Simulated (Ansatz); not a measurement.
# Na wire along [100], 4 atoms a period: bands by functional and under strain

Aim: is the Na wire along [100], 4 atoms a period a metal or a semiconductor?

Main program and level: Ansatz 0.2.0; DFT PBE, plane waves, PAW; relaxation of a wire's period, in the first sound run; inputs show where later runs differ.

### 1. The starting structure

The cell holds 4 atoms: 4 Na. Cell: a = 11.000 Å, b = 11.000 Å, c = 4.200 Å, α = 90.0°, β = 90.0°, γ = 90.0°. Vacuum lies along a and b. The structure's axis is c.

### 2. Relaxing the period

Band widths follow the bond lengths, so the wire is relaxed first. The atoms and the third cell vector are free; the box across stays fixed as vacuum. A Fermi-Dirac smearing is set since the result may be a metal. The pressure printed is a third of the stress's trace over the whole box, vacuum included; only the stress along the axis is relaxed.

input.yaml reads:

```yaml
crystal:
  lattice:
    - [11.0, 0.0, 0.0]
    - [0.0, 11.0, 0.0]
    - [0.0, 0.0, 4.2]
  atoms:
    - { symbol: Na, position: [0.309090909, 0.5, 0.0] }
    - { symbol: Na, position: [0.690909091, 0.5, 0.0] }
    - { symbol: Na, position: [0.5, 0.309090909, 0.5] }
    - { symbol: Na, position: [0.5, 0.690909091, 0.5] }
kpoints:
  mp_grid: { grid: [1, 1, 20] }
scf:
  occupations: { method: fermi_dirac, width: 0.05 }
hamiltonian:
  xc: pbe
relax:
  cell: { fix: [a, b, alpha, beta, gamma] }
  max_steps: 60
```

The run is started by

```
ansatz run input.yaml --threads 8 --pin off --max-ram 16384MiB --backend cpu --events-out ev --progress --plain --runs-dir out
```

Numbers of over 12 decimals in the logs are rounded to 6 here.

The log of the run:

```text
Engine: ansatz 0.2.0, aarch64-unknown-linux-gnu
Pseudopotentials: kind: paw
Pseudopotential: Na, paw, valence charge 9, recommended cutoff 420 eV (normal), Na.paw.azcp
Functional definition: PBE
  parameter kappa = 0.804
  parameter beta = 0.066725
  exchange = pbe_x(kappa = kappa, mu = beta*pi^2/3)
  correlation = pbe_c(beta = beta)
Crystal: 4 atoms, lattice volume = 508.200 Å³
Basis set: ecut = 420 eV, 9887 PW (Γ), exchange–correlation on 150×150×60 points (8 copies of the dense FFT grid, shifted against one another)
Bands: 22, of which v1, the nominal top of the filled ones, is band 18 counted from 1 (17 counted from 0)
Symmetry: 16 space group operations
Space group: P42/mmc (ITA 131), of the structure as read, at distance tolerance 8.0e-5 Å
k-points: 11 of 20
Non-local potential: Na, projectors of the file, l = 0: 3, l = 1: 2, l = 2: 1
PAW form: soft (Blöchl's): semilocal exchange-correlation on the pseudo side does not see the compensation charge
PAW one-centre angular grid: Na, 110 points (default); XC on 64 Gauss nodes
Initial density: superposition of atomic densities (neutral atoms: chi_scale 0, normalization atom), corrected by the library's trained network
Initial wavefunctions: pseudopotential atomic-orbital guess
Functional: x = pbe(κ = 0.804, μ = 0.219515), c = pbe(β = 0.066725)
SCF iter   1: F=—  HF=-5944.264911 eV  |F-HF|=—  |Δ(HF+E_count)|=         —  Δρ=1.17e-3  dr2=4.40e-2  ethr=1.77e-3  ⟨swp⟩=7.2  Hψ=1277  notcnv=0
preconditioner: auto → LDOS  [metal: Δε(μ)=0.016 eV  Ē_g=2.009 eV  σ=0.050 eV  W_gap=0.08  n_scr=46 (ndim 8)  ℏωp=3.3 eV  f_vac=0.546  D(μ)=3.22/eV (n_scr^D=8)  β→1.0]
SCF iter   2: F=—  HF=-5944.257443 eV  |F-HF|=—  |Δ(HF+E_count)|=   7.47e-3  Δρ=3.85e-4  dr2=1.60e-3  ethr=1.22e-4  ⟨swp⟩=2.6  Hψ=400  notcnv=0
SCF iter   3: F=—  HF=-5944.258798 eV  |F-HF|=—  |Δ(HF+E_count)|=   1.35e-3  Δρ=1.57e-4  dr2=3.59e-4  ethr=4.44e-6  ⟨swp⟩=3.0  Hψ=447  notcnv=0
SCF iter   4: F=—  HF=-5944.258808 eV  |F-HF|=—  |Δ(HF+E_count)|=   1.02e-5  Δρ=8.53e-5  dr2=2.32e-5  ethr=9.96e-7  ⟨swp⟩=2.0  Hψ=399  notcnv=0
SCF iter   5: F=—  HF=-5944.258651 eV  |F-HF|=—  |Δ(HF+E_count)|=   1.58e-4  Δρ=1.53e-5  dr2=5.04e-6  ethr=6.45e-8  ⟨swp⟩=2.0  Hψ=442  notcnv=0
SCF iter   6: F=—  HF=-5944.258652 eV  |F-HF|=—  |Δ(HF+E_count)|=   9.20e-7  Δρ=3.13e-6  dr2=3.75e-7  ethr=1.40e-8  ⟨swp⟩=2.4  Hψ=318  notcnv=0
SCF iter   7: F=-5944.258652 eV  HF=-5944.258652 eV  |F-HF|=3.61e-9  |Δ(HF+E_count)|=   4.62e-8  Δρ=4.66e-7  dr2=2.78e-9  ethr=2.78e-10  ⟨swp⟩=4.2  Hψ=715  notcnv=0
SCF 1 converged in 7 iterations: F = -5944.258652 eV  dr2 = 2.78e-9
  greatest PAW one-centre occupation: 0.999 electrons in one spin orbital (limit 2), on the Na atom at site 3 (counted from 0), in its partial waves of l = 0
relax step   1: F+E_penalty+E_count = -5944.25865157 eV  Δ(F+E_penalty+E_count) = +0.000e0 eV  max|allowed force component| = 7.144e-2 eV/Å  Δτ_max = 0.0000 Å  P = -0.147 GPa  Ω = 508.200 Å³  fix = [a, b, alpha, beta, gamma]  reactions: a +0.041, b +0.041 GPa  (7 SCF iters, dr2 threshold 1.00e-7 eV, accepted)
Crystal: 4 atoms, lattice volume = 501.997 Å³
Basis set: ecut = 420 eV, 9781 PW (Γ), exchange–correlation on 150×150×60 points (8 copies of the dense FFT grid, shifted against one another)
Initial density: handed on by an earlier stage of this run
Initial wavefunctions: those handed on with the density
iter 1 solved again at ethr=3.08e-7 eV; its pass at ethr=3.10e-3 eV (dr2=1.11e-4 eV) is discarded
SCF iter   1: F=—  HF=-5944.279922 eV  |F-HF|=—  |Δ(HF+E_count)|=         —  Δρ=5.10e-5  dr2=1.12e-4  ethr=3.08e-7  ⟨swp⟩=2.6  Hψ=1564  notcnv=0
preconditioner: auto → LDOS  [metal: Δε(μ)=0.009 eV  Ē_g=2.083 eV  σ=0.050 eV  W_gap=0.04  n_scr=46 (ndim 8)  ℏωp=3.3 eV  f_vac=0.554  D(μ)=3.22/eV (n_scr^D=8)  β→1.0]
SCF iter   2: F=—  HF=-5944.279820 eV  |F-HF|=—  |Δ(HF+E_count)|=   1.02e-4  Δρ=2.34e-5  dr2=8.09e-6  ethr=3.08e-7  ⟨swp⟩=2.0  Hψ=266  notcnv=0
SCF iter   3: F=—  HF=-5944.279822 eV  |F-HF|=—  |Δ(HF+E_count)|=   2.53e-6  Δρ=1.82e-5  dr2=2.04e-6  ethr=2.25e-8  ⟨swp⟩=2.0  Hψ=398  notcnv=0
SCF iter   4: F=-5944.279822 eV  HF=-5944.279822 eV  |F-HF|=6.44e-8  |Δ(HF+E_count)|=   3.49e-7  Δρ=6.05e-6  dr2=2.03e-7  ethr=1.11e-9  ⟨swp⟩=3.0  Hψ=986  notcnv=0
SCF 2 converged in 4 iterations: F = -5944.279822 eV  dr2 = 2.03e-7
relax step   2: F+E_penalty+E_count = -5944.27982200 eV  Δ(F+E_penalty+E_count) = -2.117e-2 eV  max|allowed force component| = 5.451e-2 eV/Å  Δτ_max = 0.0057 Å  P = -0.122 GPa  Ω = 501.997 Å³  energy of the carried Pulay correction = +2.785e-5 eV  fix = [a, b, alpha, beta, gamma]  reactions: a +0.065, b +0.065 GPa  (4 SCF iters, dr2 threshold 4.00e-7 eV, accepted)
Crystal: 4 atoms, lattice volume = 477.046 Å³
Basis set: ecut = 420 eV, 9349 PW (Γ), exchange–correlation on 150×150×60 points (8 copies of the dense FFT grid, shifted against one another)
iter 1 solved again at ethr=4.08e-6 eV; its pass at ethr=3.10e-3 eV (dr2=1.47e-3 eV) is discarded
SCF iter   1: F=—  HF=-5944.348959 eV  |F-HF|=—  |Δ(HF+E_count)|=         —  Δρ=1.95e-4  dr2=1.47e-3  ethr=4.08e-6  ⟨swp⟩=2.2  Hψ=1521  notcnv=0
preconditioner: auto → LDOS  [insulator: Δε(μ)=0.129 eV  Ē_g=2.163 eV  σ=0.050 eV  W_gap=0.54  n_scr=38 (ndim 8)  ℏωp=3.4 eV  f_vac=0.554  D(μ)=2.36/eV (n_scr^D=8)  ε∞_Penn≈3.5  β→1.0]
SCF iter   2: F=—  HF=-5944.348817 eV  |F-HF|=—  |Δ(HF+E_count)|=   1.41e-4  Δρ=9.47e-5  dr2=9.77e-5  ethr=4.08e-6  ⟨swp⟩=2.0  Hψ=291  notcnv=0
SCF iter   3: F=—  HF=-5944.348717 eV  |F-HF|=—  |Δ(HF+E_count)|=   9.99e-5  Δρ=7.25e-5  dr2=2.90e-5  ethr=2.72e-7  ⟨swp⟩=2.0  Hψ=398  notcnv=0
SCF iter   4: F=—  HF=-5944.348711 eV  |F-HF|=—  |Δ(HF+E_count)|=   6.57e-6  Δρ=2.12e-5  dr2=2.11e-6  ethr=8.05e-8  ⟨swp⟩=2.0  Hψ=442  notcnv=0
SCF iter   5: F=-5944.348711 eV  HF=-5944.348711 eV  |F-HF|=8.39e-8  |Δ(HF+E_count)|=   1.48e-7  Δρ=3.29e-6  dr2=7.26e-8  ethr=1.11e-9  ⟨swp⟩=4.2  Hψ=891  notcnv=0
SCF 3 converged in 5 iterations: F = -5944.348711 eV  dr2 = 7.26e-8
  greatest PAW one-centre occupation: 0.999 electrons in one spin orbital (limit 2), on the Na atom at site 1 (counted from 0), in its partial waves of l = 0
relax step   3: F+E_penalty+E_count = -5944.34871072 eV  Δ(F+E_penalty+E_count) = -6.889e-2 eV  max|allowed force component| = 1.214e-3 eV/Å  Δτ_max = 0.0064 Å  P = -0.019 GPa  Ω = 477.046 Å³  energy of the carried Pulay correction = +1.434e-4 eV  fix = [a, b, alpha, beta, gamma]  reactions: a +0.153, b +0.153 GPa  (5 SCF iters, dr2 threshold 4.00e-7 eV, accepted)
[...]
relax step   4: F+E_penalty+E_count = -5944.38765884 eV  Δ(F+E_penalty+E_count) = -3.895e-2 eV  max|allowed force component| = 1.456e-2 eV/Å  Δτ_max = 0.0415 Å  P = +0.061 GPa  Ω = 451.689 Å³  energy of the carried Pulay correction = +2.670e-4 eV  fix = [a, b, alpha, beta, gamma]  reactions: a +0.145, b +0.145 GPa  (5 SCF iters, dr2 threshold 3.28e-7 eV, accepted)
[...]
relax step   5: F+E_penalty+E_count = -5944.39004724 eV  Δ(F+E_penalty+E_count) = -2.388e-3 eV  max|allowed force component| = 6.703e-3 eV/Å  Δτ_max = 0.0013 Å  P = +0.097 GPa  Ω = 446.257 Å³  energy of the carried Pulay correction = +2.944e-4 eV  fix = [a, b, alpha, beta, gamma]  reactions: a +0.159, b +0.159 GPa  (5 SCF iters, dr2 threshold 2.90e-8 eV, accepted)
[...]
relax step   6: F+E_penalty+E_count = -5944.39024735 eV  Δ(F+E_penalty+E_count) = -2.001e-4 eV  max|allowed force component| = 9.383e-5 eV/Å  Δτ_max = 0.0038 Å  P = +0.113 GPa  Ω = 444.563 Å³  energy of the carried Pulay correction = +3.029e-4 eV  fix = [a, b, alpha, beta, gamma]  reactions: a +0.169, b +0.169 GPa  (7 SCF iters, accepted)
Basis set: ecut = 420 eV, 8669 PW (Γ), exchange–correlation on 150×150×50 points (8 copies of the dense FFT grid, shifted against one another)
Initial wavefunctions: pseudopotential atomic-orbital guess (no wavefunctions were taken with the density)
iter 1 solved again at ethr=4.10e-8 eV; its pass at ethr=3.10e-3 eV (dr2=1.48e-5 eV) is discarded
SCF iter   1: F=—  HF=-5944.389571 eV  |F-HF|=—  |Δ(HF+E_count)|=         —  Δρ=5.67e-5  dr2=1.78e-6  ethr=4.10e-8  ⟨swp⟩=4.2  Hψ=1963  notcnv=0
preconditioner: auto → LDOS  [insulator: Δε(μ)=0.302 eV  Ē_g=2.247 eV  σ=0.050 eV  W_gap=0.76  n_scr=30 (ndim 8)  ℏωp=3.5 eV  f_vac=0.552  D(μ)=1.71/eV (n_scr^D=8)  ε∞_Penn≈3.5  β→1.0]
SCF iter   2: F=—  HF=-5944.389458 eV  |F-HF|=—  |Δ(HF+E_count)|=   1.13e-4  Δρ=1.20e-5  dr2=2.79e-7  ethr=4.95e-9  ⟨swp⟩=2.2  Hψ=444  notcnv=0
SCF iter   3: F=—  HF=-5944.389458 eV  |F-HF|=—  |Δ(HF+E_count)|=   2.07e-7  Δρ=4.01e-6  dr2=2.58e-8  ethr=7.75e-10  ⟨swp⟩=2.0  Hψ=425  notcnv=0
SCF iter   4: F=—  HF=-5944.389458 eV  |F-HF|=—  |Δ(HF+E_count)|=   1.25e-8  Δρ=7.16e-7  dr2=1.36e-9  ethr=7.16e-11  ⟨swp⟩=2.0  Hψ=434  notcnv=0
SCF iter   5: F=—  HF=-5944.389458 eV  |F-HF|=—  |Δ(HF+E_count)|=  2.03e-10  Δρ=1.07e-7  dr2=8.83e-11  ethr=3.79e-12  ⟨swp⟩=2.0  Hψ=396  notcnv=0
SCF iter   6: F=-5944.389458 eV  HF=-5944.389458 eV  |F-HF|=3.64e-12  |Δ(HF+E_count)|=  9.09e-13  Δρ=1.04e-8  dr2=9.35e-13  ethr=1.00e-12  ⟨swp⟩=3.9  Hψ=802  notcnv=0
SCF 7 converged in 6 iterations: F = -5944.389458 eV  dr2 = 9.35e-13
relax step   7: F+E_penalty+E_count = -5944.38945812 eV  Δ(F+E_penalty+E_count) = +7.892e-4 eV  max|allowed force component| = 1.634e-4 eV/Å  Δτ_max = 0.0000 Å  P = +0.114 GPa  Ω = 444.563 Å³  fix = [a, b, alpha, beta, gamma]  reactions: a +0.170, b +0.170 GPa  stress off target by 2.17e-3 GPa on what of the cell is left free  SCF on the basis re-selected at this cell (its energy is not comparable with the rows above)  (6 SCF iters)
basis re-selected at this cell: Δ(F+E_penalty+E_count) = +7.892e-4 eV, ΔP = +0.001 GPa vs the last step (what re-selecting the basis moved, of the pressure what is left beyond the Pulay correction that the steps carried, after the strain that the cell walked since its last selection, with what the two solves' SCF thresholds leave and, on support functions, any second-order correction that the steps lacked; it is no measure of the basis error at this ecutwfc). The dense FFT grid was sized anew with the basis: this SCF ran on 75×75×25 points, the steps before it on 75×75×30, so part of this shift can come from that change (see relax.cell in the input reference). [rest of the remark cut]
SCF converged after 6 iterations
Free energy (F): -5944.389458 eV
Harris-Foulkes:  -5944.389458 eV  (|F-HF|=3.64e-12)
Internal energy: -5944.375232 eV  (E = F + TS)
E sigma→0 (E₀):  -5944.382345 eV
Entropy (-TS):   -0.014226 eV (-3.557 meV/atom)
Fermi energy:    -1.075602 eV
--- Per-component energies (eV) ---
  E_band       = -1072.367497
  E_kinetic    = 480.410453
  E_local      = -9071.165977  (includes V_loc(G=0)·N_el)
  E_nonlocal   = 460.466957
  E_hartree    = 3706.768361
  E_xc         = -152.315414
  E_vxc        = -195.637761  (∫ρ·V_xc dr)
  E_paw        = -1052.763235  (= ΣΔE_a)
  E_vpaw       = -159.977732  (= ΣTr[D̂ρ^β])
  E_aug_tail   = -0.000126  (compensation charges beyond the density's cutoff)
  E_ewald      = -315.776251
  E_smearing   = -0.014226  (= −TS)
  E_closure    = -0.000000  (closes the sum)
  Σ components = -5944.389458   (vs F -5944.389458, Δ=0.00e0)
--- Forces (eV/Å), atoms counted from 1 ---
  atom   1  Na     0.00016345     0.00000000     0.00000000
  atom   2  Na    -0.00016345     0.00000000     0.00000000
  atom   3  Na     0.00000000     0.00016345     0.00000000
  atom   4  Na     0.00000000    -0.00016345     0.00000000
  max |Σ_I F_I| component: 5.42e-20 eV/Å
--- Stress (GPa, compression-positive) ---
        0.170412       0.000000       0.000000
        0.000000       0.170412       0.000000
        0.000000       0.000000       0.002165
  P = ⅓ Tr σ = 0.1143 GPa (1.143 kbar)
--- Relaxed structure (6 steps of the walk, 6 accepted, 1 SCFs on fresh bases) ---
  F+E_penalty+E_count = -5944.38945812 eV   max|allowed force component| = 1.634e-4 eV/Å   (the final SCF, on the basis selected at the relaxed cell)
  cell:  # Å, volume = 444.5634 Å³
    - [11.0, 0.0, 0.0]
    - [0.0, 11.0, 0.0]
    - [0.0, 0.0, 3.674078]
  atoms:
    - { symbol: Na, position: [0.306883, 0.5, 0.0] }
    - { symbol: Na, position: [0.693117, 0.5, 0.0] }
    - { symbol: Na, position: [0.5, 0.306883, 0.500000] }
    - { symbol: Na, position: [0.5, 0.693117, 0.500000] }
```

Run time: 7 s. Hardware: 8 threads of Arm Neoverse V1, shared host; peak memory 0.89 GiB.

Relaxation path:

```
step  energy less that of the first step (eV)  largest force component (eV/Å)  pressure (GPa)  volume (Å³)
   1                                   0.0000                          0.0714           -0.15       508.20
   2                                  -0.0212                          0.0545           -0.12       502.00
   3                                  -0.0901                          0.0012           -0.02       477.05
   4                                  -0.1290                          0.0146            0.06       451.69
   5                                  -0.1314                          0.0067            0.10       446.26
   6                                  -0.1316                          0.0001            0.11       444.56
  7*                                  -0.1308                          0.0002            0.11       444.56
```

Relaxation steps marked * repeat the geometry before them on a plane-wave basis chosen anew for their cell, so energy and pressure can jump there.

Forces are held to the 16 operations that the run works with; a distortion that breaks them can't arise in this run.

```
cell as run  before  after   change
      c (Å)   4.200  3.674  -12.5 %
```

The atoms that moved most (Å, along periodic axes as changes of fractional coordinates times the final cell, across vacuum about the mean position):

| atom | dx | dy | dz | length |
| --- | --- | --- | --- | --- |
| Na1 | -0.024 | 0.000 | 0.000 | 0.024 |
| Na2 | 0.024 | 0.000 | 0.000 | 0.024 |
| Na3 | 0.000 | -0.024 | 0.000 | 0.024 |
| Na4 | 0.000 | 0.024 | 0.000 | 0.024 |

Numbers from this step:

```
energy at zero smearing    : -5944.3823 eV
cell length along the wire : 3.674 Å
```

The cell's length comes to 3.674 Å with spin left out. That is -13 % against the start, more than a small adjustment.

[end of part 1 of 4]

[Logs are printed without paths, hosts, clocks, repeated set-up lines and the standing remarks that a program may print on its own settings, such as how far it seeks lower states.]

[Hosts, paths, dates, database ids (printed as entryN), source tags and the programs' standing remarks are cut or masked in the printed files.]
